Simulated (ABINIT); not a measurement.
Planning a run of ABINIT 10.8.3 on LiH (Fm-3m). The input:

```
acell 3*1.0 Angstrom
rprim 
  -0.000000000000 2.036750000000 2.036750000000
  2.036750000000 -0.000000000000 2.036750000000
  2.036750000000 2.036750000000 -0.000000000000
ntypat 2
znucl 3 1
natom 2
typat 1 2
xred 
  0.000000000000 0.000000000000 0.000000000000
  0.500000000000 0.500000000000 0.500000000000
pp_dirpath "pseudos"
pseudos "Li.upf, H.upf"
ecut 33
ngkpt 8 8 8
nshiftk 1
shiftk 0 0 0
kptopt 1
chksymbreak 0
istwfk *1
occopt 1
irdwfk 1
optdriver 4
nband 308
gwcalctyp 0
ecutsigx 33
symsigma 1
nkptgw 2
kptgw 
  0.5000000000 0.5000000000 0.0000000000
  0.0000000000 0.0000000000 0.0000000000
bdgw 
  1 5
  1 6
ecuteps 16
irdscr 1
ppmodel 1
indata_prefix "in"
outdata_prefix "out"
tmpdata_prefix "tmp"
```

The database entry behind the starting cell differs from later determinations by our own check (the deuteride, about 0.2 % short), so it need not match the best structure at ambient conditions.

```sh
OMP_NUM_THREADS=1 mpirun -n 4 abinit run.abi > log
```

**Question.** Estimate wall time and host memory on 4 MPI ranks of AMD EPYC 7R43, shared host.

It took 3.1 min; on shared hardware allow 92 s to 6.1 min. Peak host memory was 3.2 GiB.

[Paths, hosts, dates, memory and timing lines, banners, echoed tables and standing remarks are left out of the program output.]

[Logs are printed without paths, hosts, clocks, repeated set-up lines and the standing remarks that a program may print on its own settings, such as how far it seeks lower states.]

[Runs of the session that timed out or met a known fault of the program may be left out.]

[Hosts, paths, dates, database ids (printed as entryN), source tags and the programs' standing remarks are cut or masked in the printed files.]

[G0W0 gaps are taken among the corrected bands and points alone; a level outside them can change the order at an edge.]

[Where Ansatz stands beside ABINIT at settings called matched, ABINIT's density can come from a denser mesh and the files from another edition; pairs whose starting gaps differed by over 0.03 eV were left out, so agreement reads better than it is.]
